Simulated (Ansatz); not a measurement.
# Resistivity from frozen vibrations: Cu(111) with 4 thermally displaced layers, 2x2

Wanted: the phonon-limited resistivity of Cu at 800 K by the Landauer route.

Method: Ansatz plane-wave DFT, PBE, PAW files; ballistic transport by layer matching (Landauer), zero bias; PAW set soft_1, in Ansatz 0.2.0.

## (1) The structure

The cell holds 40 atoms: 40 Cu. Its edges and angles: a = 5.112 Å, b = 5.112 Å, c = 20.923 Å, α = 93.5°, β = 86.5°, γ = 120.0°. It derives from Cu. Regions: lead, 24 atoms (24 Cu); scattering region, 16 atoms (16 Cu). The structure is stacked along c, and the current runs across the ab planes.

## (2) With 4 displaced layers

Each atom of 4 layers is moved at random, by amounts drawn from a normal law 0.1251 Å wide in each direction from the Debye model (343 K) at 800 K. The layers about the cell's end stay perfect and serve as the lead. Disorder leaves little or no symmetry, which makes such runs dear. Energies from -0.05 to 0.05 eV in steps of 0.05 eV are too few for the program's thermal sum, so it prints no conductance; for a metal the transmission near the Fermi level serves, at a fraction of the cost.

input.yaml reads:

```yaml
crystal:
  lattice:
    - [5.1123254594, 0.0, 0.0]
    - [-2.5561627297, 4.4274037203, 0.0]
    - [1.2780813649, -0.73790062, 20.8709812911]
  atoms:
    - { symbol: Cu, position: [0.9916666667, 0.0083333333, 0.05] }
    - { symbol: Cu, position: [0.9916666667, 0.5083333333, 0.05] }
    - { symbol: Cu, position: [0.4916666667, 0.0083333333, 0.05] }
    - { symbol: Cu, position: [0.4916666667, 0.5083333333, 0.05] }
    - { symbol: Cu, position: [0.1416666667, 0.3583333333, 0.15] }
    - { symbol: Cu, position: [0.1416666667, 0.8583333333, 0.15] }
    - { symbol: Cu, position: [0.6416666667, 0.3583333333, 0.15] }
    - { symbol: Cu, position: [0.6416666667, 0.8583333333, 0.15] }
    - { symbol: Cu, position: [0.2916666667, 0.2083333333, 0.25] }
    - { symbol: Cu, position: [0.2916666667, 0.7083333333, 0.25] }
    - { symbol: Cu, position: [0.7916666667, 0.2083333333, 0.25] }
    - { symbol: Cu, position: [0.7916666667, 0.7083333333, 0.25] }
    - { symbol: Cu, position: [0.9555393446, 0.0886354619, 0.3544452967] }
    - { symbol: Cu, position: [0.9834586153, 0.602871262, 0.3427735338] }
    - { symbol: Cu, position: [0.4077724926, 0.0209072298, 0.3493541001] }
    - { symbol: Cu, position: [0.4653024986, 0.5582085523, 0.3529724494] }
    - { symbol: Cu, position: [0.0478910218, 0.4115828979, 0.4445635183] }
    - { symbol: Cu, position: [0.1466948279, 0.9343417916, 0.455690677] }
    - { symbol: Cu, position: [0.598252534, 0.4263084664, 0.453943585] }
    - { symbol: Cu, position: [0.5763260395, 0.89416425, 0.4493120185] }
    - { symbol: Cu, position: [0.2187361681, 0.2412557657, 0.5483013656] }
    - { symbol: Cu, position: [0.2362628937, 0.7783931645, 0.5404325942] }
    - { symbol: Cu, position: [0.7535275341, 0.240111057, 0.5467274771] }
    - { symbol: Cu, position: [0.7068187644, 0.7540100062, 0.5485154449] }
    - { symbol: Cu, position: [0.8887167025, 0.0933439488, 0.6505620018] }
    - { symbol: Cu, position: [0.9425491891, 0.6193174401, 0.646561135] }
    - { symbol: Cu, position: [0.4125776747, 0.1052870629, 0.6535598563] }
    - { symbol: Cu, position: [0.4030647793, 0.5953543985, 0.6384292952] }
    - { symbol: Cu, position: [0.0416666667, 0.4583333333, 0.75] }
    - { symbol: Cu, position: [0.0416666667, 0.9583333333, 0.75] }
    - { symbol: Cu, position: [0.5416666667, 0.4583333333, 0.75] }
    - { symbol: Cu, position: [0.5416666667, 0.9583333333, 0.75] }
    - { symbol: Cu, position: [0.1916666667, 0.3083333333, 0.85] }
    - { symbol: Cu, position: [0.1916666667, 0.8083333333, 0.85] }
    - { symbol: Cu, position: [0.6916666667, 0.3083333333, 0.85] }
    - { symbol: Cu, position: [0.6916666667, 0.8083333333, 0.85] }
    - { symbol: Cu, position: [0.8416666667, 0.1583333333, 0.95] }
    - { symbol: Cu, position: [0.8416666667, 0.6583333333, 0.95] }
    - { symbol: Cu, position: [0.3416666667, 0.1583333333, 0.95] }
    - { symbol: Cu, position: [0.3416666667, 0.6583333333, 0.95] }
kpoints:
  mp_grid: { grid: [5, 5, 1] }
hamiltonian:
  xc: pbe
  pseudopotentials: { kind: paw, azcp: { folder: soft_1 } }
scf:
  occupations: { method: fermi_dirac, width: 0.1 }
output:
  transmission:
    leads: [[0, 4]]
    kmesh: [10, 10]
    e_range: [-0.05, 0.05]
    de: 0.05
  write_potential: true
  write_density: true
  volumetric_format: npy
  elf: true
```

Started as:

```
ansatz run input.yaml --threads 4 --pin off --max-ram 15360MiB --backend cpu --events-out ev --progress --plain --runs-dir out
```

Numbers of over 12 decimals in the logs are rounded to 6 here.

The program printed:

```text
Engine: ansatz 0.2.0, aarch64-unknown-linux-gnu
Pseudopotentials: kind: paw
Pseudopotential: Cu, paw, valence charge 19, recommended cutoff 420 eV (normal), soft_1/Cu.paw.azcp
Functional definition: PBE
  parameter kappa = 0.804
  parameter beta = 0.066725
  exchange = pbe_x(kappa = kappa, mu = beta*pi^2/3)
  correlation = pbe_c(beta = beta)
Crystal: 40 atoms, lattice volume = 472.401 Å³
Basis set: ecut = 420 eV, 9295 PW (Γ)
Bands: 456, of which v1, the nominal top of the filled ones, is band 380 counted from 1 (379 counted from 0)
Symmetry: 1 space group operations
Space group: P1 (ITA 1), of the structure as read, at distance tolerance 7.8e-5 Å
k-points: 13 of 25 (time reversal used)
Non-local potential: Cu, projectors of the file, l = 0: 3, l = 1: 2, l = 2: 3, l = 3: 1
PAW form: soft (Blöchl's): semilocal exchange-correlation on the pseudo side does not see the compensation charge
PAW one-centre angular grid: Cu, 590 points (default); XC on 64 Gauss nodes
Initial density: superposition of atomic densities (chi_scale 0.1, normalization cell)
Initial wavefunctions: pseudopotential atomic-orbital guess
Functional: x = pbe(κ = 0.804, μ = 0.219515), c = pbe(β = 0.066725)
SCF iter   1: F=—  HF=-265041.543844 eV  |F-HF|=—  |Δ(HF+E_count)|=         —  Δρ=2.66e-1  dr2=2.01e2  ethr=3.10e-3  ⟨swp⟩=4.8  Hψ=18230  notcnv=0  defer=12
preconditioner: auto → Kerker (q_TF=auto, 2.953 Å⁻¹)  [metal: Δε(μ)=0.015 eV  Ē_g=9.123 eV  σ=0.100 eV  W_gap=0.04  n_scr=218 (ndim 8)  ℏωp=35.8 eV  f_vac=0.000  D(μ)=22.48/eV (n_scr^D=212)]
SCF iter   2: F=—  HF=-265011.517809 eV  |F-HF|=—  |Δ(HF+E_count)|=    3.00e1  Δρ=7.27e-2  dr2=1.96e1  ethr=3.10e-3  ⟨swp⟩=2.0  Hψ=11479  notcnv=0  defer=689
SCF iter   3: F=—  HF=-265006.218446 eV  |F-HF|=—  |Δ(HF+E_count)|=    5.30e0  Δρ=4.43e-2  dr2=7.43e0  ethr=2.58e-3  ⟨swp⟩=2.0  Hψ=7043  notcnv=0  defer=698
SCF iter   4: F=—  HF=-265004.863959 eV  |F-HF|=—  |Δ(HF+E_count)|=    1.35e0  Δρ=8.80e-3  dr2=2.46e-1  ethr=9.77e-4  ⟨swp⟩=2.1  Hψ=8209  notcnv=0  defer=700
SCF iter   5: F=—  HF=-265005.217367 eV  |F-HF|=—  |Δ(HF+E_count)|=   3.53e-1  Δρ=4.98e-3  dr2=1.10e-1  ethr=3.24e-5  ⟨swp⟩=2.0  Hψ=9955  notcnv=0  defer=714
SCF iter   6: F=—  HF=-265005.201803 eV  |F-HF|=—  |Δ(HF+E_count)|=   1.56e-2  Δρ=1.08e-3  dr2=5.24e-3  ethr=1.45e-5  ⟨swp⟩=2.2  Hψ=10077  notcnv=0  defer=714
SCF iter   7: F=—  HF=-265005.209525 eV  |F-HF|=—  |Δ(HF+E_count)|=   7.72e-3  Δρ=2.80e-4  dr2=3.73e-4  ethr=6.90e-7  ⟨swp⟩=2.0  Hψ=10161  notcnv=0  defer=714
SCF iter   8: F=—  HF=-265005.209563 eV  |F-HF|=—  |Δ(HF+E_count)|=   3.75e-5  Δρ=1.54e-4  dr2=8.05e-5  ethr=4.90e-8  ⟨swp⟩=2.0  Hψ=10106  notcnv=0  defer=714
SCF iter   9: F=—  HF=-265005.209502 eV  |F-HF|=—  |Δ(HF+E_count)|=   6.12e-5  Δρ=9.30e-5  dr2=7.22e-5  ethr=1.06e-8  ⟨swp⟩=2.0  Hψ=10160  notcnv=0  defer=714
SCF iter  10: F=—  HF=-265005.209499 eV  |F-HF|=—  |Δ(HF+E_count)|=   2.74e-6  Δρ=4.08e-5  dr2=2.45e-5  ethr=9.51e-9  ⟨swp⟩=2.0  Hψ=9762  notcnv=0  defer=714
SCF iter  11: F=—  HF=-265005.209498 eV  |F-HF|=—  |Δ(HF+E_count)|=   6.63e-7  Δρ=9.47e-6  dr2=2.61e-6  ethr=3.22e-9  ⟨swp⟩=1.2  Hψ=5215  notcnv=0  defer=714
SCF iter  12: F=—  HF=-265005.209498 eV  |F-HF|=—  |Δ(HF+E_count)|=   8.92e-8  Δρ=4.75e-6  dr2=2.35e-7  ethr=3.43e-10  ⟨swp⟩=1.0  Hψ=5212  notcnv=0  defer=714
SCF iter  13: F=-265005.209498 eV  HF=-265005.209498 eV  |F-HF|=5.05e-8  |Δ(HF+E_count)|=  3.49e-10  Δρ=1.91e-6  dr2=6.07e-8  ethr=1.32e-11  ⟨swp⟩=7.0  Hψ=20429  notcnv=0
SCF 1 converged in 13 iterations: F = -265005.209498 eV  dr2 = 6.07e-8
  greatest PAW one-centre occupation: 1.000 electrons in one spin orbital (limit 2), on the Cu atom at site 25 (counted from 0), in its partial waves of l = 0
transmission: 165 of 1612 steps passed
transmission: 324 of 1612 steps passed
[...]
transmission: 1612 of 1612 steps passed
SCF converged after 13 iterations
Free energy (F): -265005.209498 eV
Harris-Foulkes:  -265005.209498 eV  (|F-HF|=5.05e-8)
Internal energy: -265004.709790 eV  (E = F + TS)
E sigma→0 (E₀):  -265004.959644 eV
Entropy (-TS):   -0.499708 eV (-12.493 meV/atom)
Fermi energy:    16.343344 eV
--- Per-component energies (eV) ---
  E_band       = -14702.212573
  E_kinetic    = 10480.473610
  E_local      = -180991.842692  (includes V_loc(G=0)·N_el)
  E_nonlocal   = 35596.246838
  E_hartree    = 76719.061216
  E_xc         = -2762.864782
  E_vxc        = -3567.740741  (∫ρ·V_xc dr)
  E_paw        = -72600.447664  (= ΣΔE_a)
  E_vpaw       = -29657.517069  (= ΣTr[D̂ρ^β])
  E_aug_tail   = 0.040172  (compensation charges beyond the density's cutoff)
  E_ewald      = -131445.376486
  E_smearing   = -0.499708  (= −TS)
  E_closure    = -0.000000  (closes the sum)
  Σ components = -265005.209498   (vs F -265005.209498, Δ=0.00e0)
--- Band table (eV; the first three rows and the last of 13) ---
  k-point 0: bands = [... 376 lower, 16.2744, 16.6191, 16.6709, 16.7024, 16.7592, 16.9899, 17.0835, 17.1977, ... 72 higher]
  k-point 1: bands = [... 376 lower, 15.9775, 16.0880, 16.1361, 16.2722, 16.3895, 16.4503, 16.4945, 16.5777, ... 72 higher]
  k-point 2: bands = [... 376 lower, 16.1275, 16.1626, 16.1861, 16.2406, 16.3061, 16.4062, 16.5269, 16.6526, ... 72 higher]
  k-point 12: bands = [... 376 lower, 15.3468, 15.9815, 16.0863, 16.2671, 16.3681, 16.6271, 16.8441, 17.5952, ... 72 higher]
--- Transmission ---
  basis      : 199 plane waves across, 31 finite elements along
  points     : 52, standing for a mesh of 10 x 10
  energies   : 3 from -0.050000 to 0.050000 eV about the Fermi level, 0.050000 eV apart; the leads are filled to 0.000000 eV, and channels, transmission and decay are at 0.000000 eV
  crystal 0  : Cu4, at the sites [0, 4], period 2.0871 Å, over 12.52 Å; its Hamiltonian steps by up to 4.6 meV
    offset         : up to 0.0000 Å between an atom of the period and one for which it stands
    channels       : 3.210000e0 a spin
    conductance    : none, the energies end too early or step too widely for 300 K: set another output.transmission.e_range or a lower de, or, where they end at an eighth of basis.ecutwfc, a higher one
  junction   : crystal 0 to crystal 0, 0.70 to 19.48 Å
    transmission   : 3.035940e0 a spin
    conductance    : none, the energies end too early or step too widely for 300 K: set another output.transmission.e_range or a lower de, or, where they end at an eighth of basis.ecutwfc, a higher one
```

Run time: 6.7 min. Hardware: 4 threads of Arm Neoverse V2, shared host; peak memory 5 GiB.

Reading the cycles: dr2 is the Hartree energy of the density residual (eV), the measure of convergence; HF is the Harris–Foulkes estimate of the energy, which meets the free energy F at convergence.

Numbers from this step:

```yaml
free_energy: -265005.2095 eV
energy_at_zero_smearing: -265004.9596 eV
fermi_energy: 16.34 eV
cell_area: 22.63 Å²
transmission_per_spin_nearest_the_fermi_level: 3.036
open_channels_per_spin_nearest_the_fermi_level: 3.21
step_of_the_lead_s_potential: 4.6 meV
```

Per spin. The transmission, zone mean by energy, zero at the Fermi level:

| energy (eV) | transmission, zone mean |
| --- | --- |
| -0.0500 | 3.02 |
| 0.0000 | 3.04 |
| 0.0500 | 3.04 |

Per spin. The open channels, zone mean, lead stays at 3.21 for energy from -0.05 to 0.05 eV.

Transmission over k1 and k2. At 0.0000 eV from the Fermi level.

Ten even steps from '0' (2.48) to '9' (3.73):
```
3733393333
3373393333
3337173333
3332100333
8875232578
3333001233
3333371733
3333393373
3333393337
7333393333
```
Columns: k1 (b1) from -0.5 to 0.4; rows upwards: k2 (b2) from -0.5 to 0.4.

Open channels over k1 and k2. At 0.0000 eV from the Fermi level.

Ten even steps from '_' (3.00) to '@' (4.00):
```
__@@______@@________
____@@____@@________
______@@__@@________
____________________
@@@@@@@@______@@@@@@
____________________
__________@@__@@____
__________@@____@@__
__________@@______@@
@@________@@________
```
Columns: k1 (b1) from -0.5 to 0.4; rows upwards: k2 (b2) from -0.5 to 0.4.

Electrostatic potential energy in the ca plane at fractional y = 0.619, with atoms of Cu within 0.2 Å of it. With pseudopotentials it is smooth inside the atoms' cores, unlike the true potential.

Ten even steps from '0' (-43 eV) to '9' (19 eV), each cell a mean:
```
99999999999500059999999999997200179999999999
99999975689853479999999999998400389999999999
99999851158988899999999998999755799999999999
99999840038999999997799865799999999988999999
99999963358987789997789743589999999855899878
99999998789952259998899854689878999855799877
99999999999830028999999987897313799987899988
99999999999840038999999999995000599999999999
99999975689975469999999999996100599999999999
99999851158998899999999989998424799999999999
99999840038999999998999867899888999988999999
99999963358977899988899755899999999855899878
99999998789621379998999866899755899855799877
99999999999400059999999989998300489987899988
```
Columns run along c (16.0 Å, from fractional 0.12 to 0.88 of the cell; values clipped at the 3rd and 97th percentile), rows up along a (5.1 Å). Atoms in or near the plane, at fractional coordinates: Cu at (0.34, 0.98), Cu at (0.65, 0.94), Cu at (0.64, 0.40).

ELF in the ca plane at fractional y = 0.619, with atoms of Cu within 0.2 Å of it. It is the smooth field of the valence electrons, not physical close to the nuclei.

Values, 8 rows by 16 columns, each cell a mean:
```
0.23 0.23 0.18 0.21 0.24 0.19 0.25 0.25 0.24 0.25 0.19 0.41 0.22 0.23 0.23 0.23
0.22 0.23 0.18 0.18 0.22 0.19 0.19 0.18 0.20 0.18 0.19 0.16 0.21 0.21 0.23 0.24
0.23 0.24 0.17 0.17 0.20 0.19 0.20 0.18 0.18 0.16 0.22 0.20 0.19 0.16 0.20 0.17
0.21 0.22 0.21 0.22 0.19 0.23 0.24 0.22 0.20 0.18 0.19 0.16 0.19 0.16 0.20 0.17
0.23 0.23 0.18 0.20 0.17 0.20 0.24 0.23 0.23 0.25 0.24 0.34 0.22 0.23 0.24 0.23
0.22 0.23 0.18 0.17 0.22 0.20 0.22 0.22 0.19 0.20 0.19 0.18 0.21 0.21 0.24 0.24
0.23 0.24 0.17 0.18 0.19 0.20 0.19 0.20 0.17 0.16 0.23 0.20 0.20 0.16 0.20 0.17
0.21 0.21 0.21 0.23 0.29 0.21 0.22 0.22 0.19 0.18 0.18 0.21 0.20 0.16 0.20 0.17
```
Columns run along c (16.0 Å, from fractional 0.12 to 0.88 of the cell), rows up along a (5.1 Å). Atoms in or near the plane, at fractional coordinates: Cu at (0.34, 0.98), Cu at (0.65, 0.94), Cu at (0.64, 0.40).

Valence density in the ca plane at fractional y = 0.619, with atoms of Cu within 0.2 Å of it. It is the smooth field of the valence electrons, not physical close to the nuclei.

Values in e/Å³, 8 rows by 16 columns, each cell a mean:
```
 0  0  0  0 10  6  0  0  0  0  4 27  0  0  0  0
 0  0  4  3  0  0  0  0  0  0  0  2  0  0  0  0
 0  0  3  2  0  1  0  1  1  2  0  0  0  1  0  0
 0  0  0  0  4  9  0  0  0  1  1  2  0  1  0  1
 0  0  0  0  3  6  0  0  0  0  9 20  0  0  0  0
 0  0  4  3  0  0  0  0  0  0  2  3  0  0  0  0
 0  0  3  2  1  0  0  0  1  1  0  0  0  1  0  0
 0  0  0  0 15  7  0  0  0  0  1  7  0  1  0  1
```
Columns run along c (16.0 Å, from fractional 0.12 to 0.88 of the cell), rows up along a (5.1 Å). Atoms in or near the plane, at fractional coordinates: Cu at (0.34, 0.98), Cu at (0.65, 0.94), Cu at (0.64, 0.40).

Over the solved energies the transmission per spin lies between 3.02 and 3.04, out of 3.21 channels of the lead on average (up to 3.21).

(Part 1 of 2 ends here.)

[Logs are printed without paths, hosts, clocks, repeated set-up lines and the standing remarks that a program may print on its own settings, such as how far it seeks lower states.]

[Hosts, paths, dates, database ids (printed as entryN), source tags and the programs' standing remarks are cut or masked in the printed files.]
